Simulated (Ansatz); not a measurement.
# CsBe2BSe3F2: complex band structure, part 2 of 3

Aim: relax a made-up compound, CsBe2BSe3F2, and see how good a tunnel barrier it would be. It is built by putting Se for O in the CsBe2BO3F2 structure of space group R32, with the volume rescaled by atomic radii. The parent structure comes from the Materials Project.

Ansatz 0.2.0; PBEsol DFT, plane waves, PAW files (the session's first sound run).

So far. Step 2 (Relaxing the new crystal): The largest force component on a free atom ends at 3.8e-4 eV/Å.

The structure was built from a prototype and need not be the compound's stable phase.

### Step 3. The bulk crystal and its band edges

The energy window and the wavevectors of the next steps follow from the band edges, so these are searched first, off the mesh as well.

File input.yaml:

```yaml
crystal:
  lattice:
    - [3.0067507656, 1.7359483639, 6.5138514276]
    - [-3.0067507656, 1.7359483639, 6.5138514276]
    - [0.0, -3.4718967278, 6.5138514276]
  atoms:
    - { symbol: Cs, position: [0.0, 0.0, 0.0] }
    - { symbol: Be, position: [0.783904017, 0.783904017, 0.783904017] }
    - { symbol: Be, position: [0.216095983, 0.216095983, 0.216095983] }
    - { symbol: B, position: [0.5, 0.5, 0.5] }
    - { symbol: Se, position: [0.1781274924, 0.8218725076, 0.5] }
    - { symbol: Se, position: [0.5, 0.1781274924, 0.8218725076] }
    - { symbol: Se, position: [0.8218725076, 0.5, 0.1781274924] }
    - { symbol: F, position: [0.7096836043, 0.7096836043, 0.7096836043] }
    - { symbol: F, position: [0.2903163957, 0.2903163957, 0.2903163957] }
kpoints:
  mp_grid: { grid: [6, 6, 6] }
  band_path: { path: [VBM, CBM], npoints: 30 }
scf:
  occupations: { method: fixed }
hamiltonian:
  xc: pbesol
output:
  eigenvalues: true
  write_potential: true
  write_density: true
  volumetric_format: npy
  elf: true
```

On the command line:

```sh
> ansatz run input.yaml --threads 2 --pin off --max-ram 4096MiB --backend cpu --events-out ev --progress --plain --runs-dir out
```

Numbers of over 12 decimals in the logs are rounded to 6 here.

Log:

```text
[...]
Crystal: 9 atoms, lattice volume = 203.997 Å³
Basis set: ecut = 420 eV, 3987 PW (Γ)
Bands: 48, of which v1, the nominal top of the filled ones, is band 39 counted from 1 (38 counted from 0)
Symmetry: 6 space group operations
[...]
k-points: 32 of 216 (time reversal used)
[...]
SCF iter   1: F=—  HF=-23799.805891 eV  |F-HF|=—  |Δ(HF+E_count)|=         —  Δρ=5.16e-3  dr2=4.05e-2  ethr=1.77e-3  ⟨swp⟩=5.2  Hψ=5445  notcnv=0  defer=208
[...]
SCF iter   8: F=-23799.795659 eV  HF=-23799.795659 eV  |F-HF|=1.35e-8  |Δ(HF+E_count)|=   3.33e-7  Δρ=3.22e-6  dr2=4.20e-8  ethr=1.28e-10  ⟨swp⟩=13.0  Hψ=6670  notcnv=0
SCF 1 converged in 8 iterations: F = -23799.795659 eV  dr2 = 4.20e-8
[...]
NSCF: frozen V_eff on 32 k-points
[...]
SCF converged after 8 iterations
Free energy (F): -23799.795659 eV
[...]
Internal energy: -23799.795659 eV  (E = F + TS)
E sigma→0 (E₀):  -23799.795659 eV
Fermi energy:    3.722140 eV
[...]
--- Band table (eV; the first three rows and the last of 32) ---
  k-point 0: bands = [... 35 lower, 2.7007, 2.7007, 3.7028, 3.7028, 6.3791, 7.5655, 8.3024, 8.8360, ... 5 higher]
  k-point 1: bands = [... 35 lower, 2.4050, 2.6020, 3.2346, 3.5109, 6.4140, 7.8814, 8.6457, 8.8796, ... 5 higher]
  k-point 2: bands = [... 35 lower, 1.6206, 2.4598, 2.8766, 3.0973, 6.4756, 8.1993, 8.5632, 9.0107, ... 5 higher]
  k-point 31: bands = [... 35 lower, 2.6810, 2.6810, 3.6736, 3.6736, 6.1873, 8.1978, 8.8869, 8.8869, ... 5 higher]
```

Elapsed: 41 s, on 2 threads of Arm Neoverse V2, shared host; peak memory 0.62 GiB; 81 s of CPU time.

The column dr2 measures how far the density is from self-consistency, as an energy; F and HF (Harris–Foulkes) agree once it is small.

Numbers from this step:

* free energy: -23799.7957 eV
* Fermi energy: 3.722 eV
* gap on the k-mesh: 2.465 eV
* gap on path: 2.465 eV, by band count; negative where bands overlap
* direct gap on path: 2.504 eV
* edge places on path: 0, 0.3115 1/A along the path

The electronic bands at the labelled points (eV, zero at the Fermi level (highest filled level under fixed occupations); v1 is the highest filled band, c1 the lowest empty one):

```csv
point,v4,v3,v2,v1,c1,c2,c3,c4
VBM,-1.06,-0.99,-0.05,0.00,2.58,4.12,4.63,4.97
halfway,-1.07,-1.00,-0.06,-0.02,2.49,4.43,4.98,4.98
CBM,-1.04,-1.04,-0.05,-0.05,2.47,4.48,5.16,5.16
```

Electrostatic potential energy in the ac plane of the cell as run, not the conventional one, at fractional y = 0.178, with atoms of Be and Se within 0.2 Å of it. With pseudopotentials it is smooth inside the atoms' cores, unlike the true potential.

Ten even steps from '_' (-17 eV) to '@' (10 eV), each cell a mean:
```
++##%%@@@@%%**::__..--##@@@@@@%%##--____..
::++%%%%@@@@##::..::..::##@@@@%%%%**::____
..==##%%@@@@%%==..====::::##@@@@%%##++::__
--==**%%@@@@@@##..--++++..--%%@@@@%%##**--
****##%%%%@@@@%%**..--==--..**%%@@@@%%%%##
######%%%%@@@@@@%%++::....__==%%@@@@@@%%%%
%%%%%%%%@@@@@@@@@@%%**--....==%%@@@@@@@@@@
@@@@@@@@@@@@@@@@@@@@@@##**++**%%@@@@@@@@@@
@@@@@@@@@@@@@@@@@@@@@@@@%%%%%%%%@@@@@@@@@@
@@@@@@@@@@@@@@@@@@@@@@@@@@@@@@@@@@@@@@@@@@
@@@@@@@@@@@@@@@@@@@@@@@@@@@@@@@@@@@@@@@@@@
%%%%%%%%@@@@@@@@@@@@@@@@@@@@@@@@@@@@@@@@@@
%%##**##%%**--**@@@@@@@@@@@@@@@@@@@@@@@@@@
%%##==::--++..__**@@@@@@@@@@@@@@@@@@@@@@@@
%%##--____..--..--@@@@@@@@@@@@@@@@@@@@@@@@
@@%%++______..++**@@@@@@@@@@@@@@@@@@@@@@@@
@@@@##==______--%%@@@@@@@@@@@@%%%%@@@@@@@@
@@@@@@##==____::##%%@@@@@@@@%%%%%%%%%%%%@@
@@@@@@@@##++--==**%%@@@@@@@@%%####**##%%%%
%%@@@@@@@@%%##****%%@@@@@@@@%%##**====++##
##%%@@@@@@%%##++++**%%@@@@@@%%%%**--..::++
```
Columns run along a (7.4 Å; values clipped at the 3rd and 97th percentile), rows up along c (7.4 Å). Atoms in or near the plane, at fractional coordinates: Be at (0.22, 0.22), Se at (0.50, 0.82).

Valence density in the ac plane of the cell as run, not the conventional one, at fractional y = 0.178, with atoms of Be and Se within 0.2 Å of it. It is the smooth field of the valence electrons, not physical close to the nuclei.

Ten steps, logarithmic in the rise over the least value, from '0' (0 e/Å³) to '9' (31 e/Å³), each cell a mean:
```
100000123321000012222
210000124653100001222
211000125886310000122
211000013799521000012
111000001478731000001
000000000235532100000
000000000012322100000
000000000001111100000
000000000000000000000
000000000000000000000
000011000000000000000
000012210000000000000
000013331000000000000
000012443100000000000
000011343200000000000
000001123210000000000
000000011110000000000
000001010000000000000
000001111000000011100
000001111100000011110
000001122110000012221
```
Columns run along a (7.4 Å), rows up along c (7.4 Å). Atoms in or near the plane, at fractional coordinates: Be at (0.22, 0.22), Se at (0.50, 0.82).

ELF in the ac plane of the cell as run, not the conventional one, at fractional y = 0.178, with atoms of Be and Se within 0.2 Å of it. It is the smooth field of the valence electrons, not physical close to the nuclei.

Ten even steps from '0' (0.00) to '9' (0.90), each cell a mean:
```
851027899998620279999
984016898779861048999
997204898436985116999
998401699513798401699
998510379853589730158
676510047886688851013
122210015777777751000
000000001456666541000
000000000123444320000
000122100001111100000
001255520000000000000
111367763000000000001
221258887300000001111
222137888630000001222
232004788751000001222
222100478762000000122
222100035652001210011
111111112221002554200
000124663110002688631
100036898520002699985
510037899974101599998
```
Columns run along a (7.4 Å), rows up along c (7.4 Å). Atoms in or near the plane, at fractional coordinates: Be at (0.22, 0.22), Se at (0.50, 0.82).

The searched edges give 2.47 eV, as on the mesh.

### Step 4. Decaying states in the gap, plane (101)

This step: PBEsol DFT, plane waves, PAW files; complex bands by layer matching along the plane's normal (Ansatz 0.2.0).

The same crystal is laid in a cell whose first two vectors span the (101) plane (indices of the standard conventional cell, whose axes can be ordered otherwise than in the bulk input). At fixed energy and wavevector in the plane the solver finds all kz, real and complex. A few wavevectors are listed, (0, 0) and (0, -0.5) in units of the plane's reciprocal vectors; the slowest state needn't be among them.

File input.yaml:

```yaml
crystal:
  lattice:
    - [6.013501531, 0.0, 0.0]
    - [3.006750766, 6.741199978, 0.0]
    - [3.006750766, -1.341089153, 5.032209295]
  atoms:
    - { symbol: Cs, position: [0.0, 0.0, 0.0] }
    - { symbol: Be, position: [0.432191966, 0.351712051, 0.783904017] }
    - { symbol: Be, position: [0.567808034, 0.648287949, 0.216095983] }
    - { symbol: B, position: [0.0, 0.5, 0.5] }
    - { symbol: Se, position: [0.3218725076, 0.5, 0.1781274924] }
    - { symbol: Se, position: [0.6781274924, 0.5, 0.5] }
    - { symbol: Se, position: [0.0, 0.5, 0.8218725076] }
    - { symbol: F, position: [0.5806327914, 0.1290508129, 0.7096836043] }
    - { symbol: F, position: [0.4193672086, 0.8709491871, 0.2903163957] }
kpoints:
  mp_grid: { grid: [6, 6, 6] }
scf:
  occupations: { method: fixed }
hamiltonian:
  xc: pbesol
output:
  eigenvalues: true
  transmission:
    leads: [[0, 0]]
    kpoints: [[0.0, 0.0], [0.0, -0.5]]
    e_range: [-1.0, 3.47]
    de: 0.09
```

Log:

```text
[...]
Crystal: 9 atoms, lattice volume = 203.997 Å³
Basis set: ecut = 420 eV, 3987 PW (Γ)
Bands: 48, of which v1, the nominal top of the filled ones, is band 39 counted from 1 (38 counted from 0)
Symmetry: 6 space group operations
[...]
k-points: 32 of 216 (time reversal used)
[...]
SCF iter   1: F=—  HF=-23799.805948 eV  |F-HF|=—  |Δ(HF+E_count)|=         —  Δρ=5.17e-3  dr2=4.05e-2  ethr=1.77e-3  ⟨swp⟩=5.2  Hψ=5456  notcnv=0  defer=205
[...]
SCF iter   8: F=-23799.795652 eV  HF=-23799.795652 eV  |F-HF|=1.48e-8  |Δ(HF+E_count)|=   3.28e-7  Δρ=3.24e-6  dr2=4.44e-8  ethr=1.28e-10  ⟨swp⟩=12.9  Hψ=6546  notcnv=0
SCF 1 converged in 8 iterations: F = -23799.795652 eV  dr2 = 4.44e-8
[...]
transmission: 7 of 14 steps passed
transmission: 14 of 14 steps passed
SCF converged after 8 iterations
Free energy (F): -23799.795652 eV
[...]
Internal energy: -23799.795652 eV  (E = F + TS)
E sigma→0 (E₀):  -23799.795652 eV
Fermi energy:    3.722106 eV
[...]
--- Band table (eV; the first three rows and the last of 32) ---
  k-point 0: bands = [... 35 lower, 2.7007, 2.7007, 3.7027, 3.7027, 6.3790, 7.5654, 8.3024, 8.8360, ... 5 higher]
  k-point 1: bands = [... 35 lower, 2.4050, 2.6020, 3.2346, 3.5108, 6.4139, 7.8812, 8.6457, 8.8796, ... 5 higher]
  k-point 2: bands = [... 35 lower, 1.6206, 2.4597, 2.8766, 3.0973, 6.4755, 8.1993, 8.5631, 9.0107, ... 5 higher]
  k-point 31: bands = [... 35 lower, 1.6591, 2.5136, 2.6785, 3.1584, 6.7445, 7.2371, 8.2187, 8.2344, ... 5 higher]
--- Transmission ---
  basis      : 361 plane waves across, 7 finite elements along
  points     : 2, as listed
  energies   : 50 from -1.000000 to 3.410000 eV about the Fermi level, 0.090000 eV apart; the leads are filled to 1.232579 eV, and channels, transmission and decay are at 1.250000 eV
  crystal 0  : F2Be2Se3Cs1B1, at the sites [0, 0], period 5.0322 Å: whole cells are its period
    offset         : up to 0.0000 Å between an atom of the period and one for which it stands
    channels       : 0.000000e0 a spin
    conductance    : none, the energies end too early or step too widely for 300 K: set another output.transmission.e_range or a lower de, or, where they end at an eighth of basis.ecutwfc, a higher one
    slowest decay  : 0.2118 /Å at (0.0000, 0.0000)
```

It took 98 s on 2 threads; peak memory 1.5 GiB.

This step gave:

| Item | Value |
| --- | --- |
| level to which the leads are filled | 1.233 eV from the Fermi level |
| decay constant at the filling level, zone centre | 0.2118 Å⁻¹ |
| decay constant at the filling level, slowest listed point | 0.2118 Å⁻¹ |

K parallel (0, 0); values up to 1.5 1/Å, a degenerate pair printed once or twice; energies at which all values exceed this have no row. Im kz of the slowest decaying states against energy, zero at the highest filled level on the SCF mesh:

```csv
energy (eV),decay 1 (Å⁻¹),decay 2 (Å⁻¹),decay 3 (Å⁻¹),decay 4 (Å⁻¹)
-1.00,0.0668,0.0815,0.0890,0.243
-0.82,0.0820,0.120,0.222,0.270
-0.55,0.189,0.380,0.527,0.749
-0.37,0.209,0.428,0.541,0.746
-0.10,0.229,0.466,0.573,0.742
-0.01,0.0245,0.0441,0.234,0.475
0.08,0.0765,0.143,0.239,0.482
0.35,0.138,0.249,0.266,0.497
0.53,0.161,0.254,0.318,0.505
0.80,0.186,0.258,0.379,0.512
0.98,0.198,0.259,0.414,0.514
1.16,0.208,0.259,0.453,0.512
1.43,0.218,0.256,0.483,0.553
1.61,0.223,0.253,0.466,0.574
1.88,0.227,0.246,0.443,0.549
2.06,0.228,0.240,0.424,0.527
2.33,0.228,0.229,0.381,0.498
2.51,0.220,0.231,0.327,0.478
2.78,0.0870,0.211,0.262,0.363
2.96,0.177,0.206,0.360,0.365
3.23,0.151,0.190,0.331,0.410
3.41,0.126,0.173,0.301,0.412
```

K parallel (0, -0.5); values up to 1.5 1/Å, a degenerate pair printed once or twice; energies at which all values exceed this have no row. Table of Im kz of the slowest decaying states by energy, zero at the highest filled level on the SCF mesh:

```csv
energy (eV),decay 1 (Å⁻¹),decay 2 (Å⁻¹),decay 3 (Å⁻¹),decay 4 (Å⁻¹)
-1.00,0.0997,0.102,0.251,0.749
-0.82,0.0927,0.234,0.743,1.01
-0.64,0.166,0.315,0.740,0.999
-0.46,0.193,0.372,0.737,0.984
-0.28,0.212,0.412,0.734,0.968
-0.10,0.226,0.442,0.732,0.953
-0.01,0.0493,0.0881,0.231,0.454
0.08,0.0876,0.159,0.236,0.465
0.26,0.130,0.242,0.244,0.482
0.44,0.157,0.250,0.300,0.494
0.62,0.176,0.254,0.347,0.502
0.80,0.192,0.257,0.389,0.506
0.98,0.204,0.258,0.437,0.502
1.16,0.213,0.258,0.474,0.528
1.25,0.217,0.258,0.464,0.564
1.43,0.223,0.256,0.450,0.624
1.61,0.228,0.253,0.435,0.677
1.79,0.231,0.249,0.416,0.682
1.97,0.233,0.244,0.391,0.672
2.15,0.234,0.237,0.356,0.659
2.33,0.229,0.234,0.302,0.643
2.51,0.220,0.231,0.368,0.624
2.69,0.211,0.228,0.382,0.605
2.87,0.203,0.223,0.386,0.587
3.05,0.144,0.217,0.220,0.386
3.23,0.144,0.210,0.268,0.382
3.41,0.121,0.200,0.303,0.375
```

At the listed wavevectors the last open channel is at -0.10 eV and the next at +2.51 eV on the grid. At +1.25 eV, the grid energy nearest the filling level (the middle of the gap on the SCF mesh), the slowest state at the listed wavevectors decays with κ = 0.212 Å⁻¹, its amplitude falling by e over 4.7 Å. Through 1 nm of this crystal that state's transmission falls by exp(−2 × 0.212 Å⁻¹ × 10 Å) = 0.014.

### Step 5. Complex bands, plane (001)

The same for the (001) plane, at (0, 0) and (0.5, 0), to see how the decay depends on direction.

File input.yaml:

```yaml
crystal:
  lattice:
    - [6.013501531, 0.0, 0.0]
    - [3.006750766, 5.207845092, 0.0]
    - [3.006750766, 1.735948364, 6.513851428]
  atoms:
    - { symbol: Cs, position: [0.0, 0.0, 0.0] }
    - { symbol: Be, position: [0.216095983, 0.216095983, 0.351712051] }
    - { symbol: Be, position: [0.783904017, 0.783904017, 0.648287949] }
    - { symbol: B, position: [0.5, 0.5, 0.5] }
    - { symbol: Se, position: [0.1781274924, 0.5, 0.5] }
    - { symbol: Se, position: [0.8218725076, 0.1781274924, 0.5] }
    - { symbol: Se, position: [0.5, 0.8218725076, 0.5] }
    - { symbol: F, position: [0.2903163957, 0.2903163957, 0.1290508129] }
    - { symbol: F, position: [0.7096836043, 0.7096836043, 0.8709491871] }
kpoints:
  mp_grid: { grid: [6, 6, 6] }
scf:
  occupations: { method: fixed }
hamiltonian:
  xc: pbesol
output:
  eigenvalues: true
  transmission:
    leads: [[0, 0]]
    kpoints: [[0.0, 0.0], [0.5, 0.0]]
    e_range: [-1.0, 3.47]
    de: 0.09
```

Log:

```text
[...]
Crystal: 9 atoms, lattice volume = 203.997 Å³
Basis set: ecut = 420 eV, 3987 PW (Γ)
Bands: 48, of which v1, the nominal top of the filled ones, is band 39 counted from 1 (38 counted from 0)
Symmetry: 6 space group operations
[...]
k-points: 32 of 216 (time reversal used)
[...]
SCF iter   1: F=—  HF=-23799.805863 eV  |F-HF|=—  |Δ(HF+E_count)|=         —  Δρ=5.16e-3  dr2=4.05e-2  ethr=1.77e-3  ⟨swp⟩=5.2  Hψ=5449  notcnv=0  defer=206
[...]
SCF iter   8: F=-23799.795651 eV  HF=-23799.795651 eV  |F-HF|=1.41e-8  |Δ(HF+E_count)|=   3.35e-7  Δρ=3.21e-6  dr2=4.28e-8  ethr=1.28e-10  ⟨swp⟩=13.0  Hψ=6624  notcnv=0
SCF 1 converged in 8 iterations: F = -23799.795651 eV  dr2 = 4.28e-8
[...]
transmission: 9 of 18 steps passed
transmission: 18 of 18 steps passed
SCF converged after 8 iterations
Free energy (F): -23799.795651 eV
[...]
Internal energy: -23799.795651 eV  (E = F + TS)
E sigma→0 (E₀):  -23799.795651 eV
Fermi energy:    3.722106 eV
[...]
--- Band table (eV; the first three rows and the last of 32) ---
  k-point 0: bands = [... 35 lower, 2.7007, 2.7007, 3.7027, 3.7027, 6.3790, 7.5654, 8.3024, 8.8360, ... 5 higher]
  k-point 1: bands = [... 35 lower, 2.6616, 2.7293, 3.6713, 3.7221, 6.3053, 7.8122, 8.3422, 8.6976, ... 5 higher]
  k-point 2: bands = [... 35 lower, 2.6513, 2.7198, 3.6573, 3.7069, 6.2155, 8.1458, 8.6794, 8.6957, ... 5 higher]
  k-point 31: bands = [... 35 lower, 1.6591, 2.5136, 2.6785, 3.1584, 6.7445, 7.2371, 8.2187, 8.2344, ... 5 higher]
--- Transmission ---
  basis      : 271 plane waves across, 9 finite elements along
  points     : 2, as listed
[...]
crystal 0  : F2Cs1Be2B1Se3, at the sites [0, 0], period 6.5139 Å: whole cells are its period
[...]
channels       : 0.000000e0 a spin
[...]
slowest decay  : 0.4808 /Å at (0.0000, 0.0000)
```

Wall time 58 s (2 threads); peak memory 1.1 GiB.

This step gave:

```yaml
decay_constant_at_the_filling_level_zone_centre: 0.4808 Å⁻¹
decay_constant_at_the_filling_level_slowest_listed_point: 0.4808 Å⁻¹
```

K parallel (0, 0); values up to 1.5 1/Å, a degenerate pair printed once or twice; energies at which all values exceed this have no row. The Im kz of the slowest decaying states by energy, zero at the highest filled level on the SCF mesh:

```csv
energy (eV),decay 1 (Å⁻¹),decay 2 (Å⁻¹),decay 3 (Å⁻¹),decay 4 (Å⁻¹)
-1.00,0.418,0.675,0.825,0.869
-0.82,0.378,0.431,0.671,0.780
-0.55,0.446,0.571,0.659,0.663
-0.37,0.454,0.547,0.656,0.675
-0.10,0.223,0.464,0.644,0.797
-0.01,0.467,0.640,0.830,0.835
0.08,0.271,0.470,0.635,0.836
0.35,0.419,0.476,0.619,0.838
0.53,0.457,0.479,0.607,0.840
0.80,0.482,0.490,0.586,0.842
0.98,0.482,0.503,0.571,0.844
1.16,0.482,0.512,0.555,0.846
1.43,0.478,0.519,0.526,0.849
1.61,0.474,0.505,0.521,0.852
1.88,0.465,0.466,0.519,0.857
2.06,0.431,0.460,0.516,0.862
2.33,0.350,0.447,0.507,0.870
2.51,0.432,0.438,0.499,0.877
2.78,0.150,0.424,0.485,0.502
2.96,0.189,0.413,0.474,0.525
3.23,0.192,0.397,0.453,0.547
3.41,0.174,0.386,0.437,0.557
```

K parallel (0.5, 0); values up to 1.5 1/Å, a degenerate pair printed once or twice; energies at which all values exceed this have no row. Table of Im kz of the slowest decaying states by energy, zero at the highest filled level on the SCF mesh:

```csv
energy (eV),decay 1 (Å⁻¹),decay 2 (Å⁻¹),decay 3 (Å⁻¹),decay 4 (Å⁻¹)
-1.0000,0.0864,0.276,0.367,0.615
-0.7300,0.273,0.398,0.592,0.714
-0.4600,0.396,0.538,0.568,0.688
-0.2800,0.437,0.551,0.589,0.672
-0.0100,0.475,0.532,0.646,0.823
0.2600,0.494,0.524,0.655,0.830
0.5300,0.501,0.522,0.659,0.836
0.7100,0.502,0.521,0.660,0.839
0.9800,0.499,0.519,0.659,0.843
1.2500,0.491,0.514,0.655,0.846
1.5200,0.478,0.507,0.649,0.849
1.7900,0.461,0.497,0.641,0.852
1.9700,0.446,0.488,0.634,0.855
2.2400,0.416,0.470,0.621,0.860
2.5100,0.370,0.444,0.606,0.867
2.7800,0.389,0.589,0.836,0.878
2.9600,0.155,0.404,0.576,0.801
3.2300,0.297,0.401,0.556,0.733
```

At the listed wavevectors the last open channel is at -0.01 eV and the next at +2.51 eV on the grid. At +1.25 eV, the grid energy nearest the filling level (the middle of the gap on the SCF mesh), the slowest state at the listed wavevectors decays with κ = 0.481 Å⁻¹, its amplitude falling by e over 2.1 Å; the first such run, plane (101), gave 0.212 Å⁻¹.

(Part 2 of 3 ends here.)

[Logs are printed without paths, hosts, clocks, repeated set-up lines and the standing remarks that a program may print on its own settings, such as how far it seeks lower states.]

[Hosts, paths, dates, database ids (printed as entryN), source tags and the programs' standing remarks are cut or masked in the printed files.]
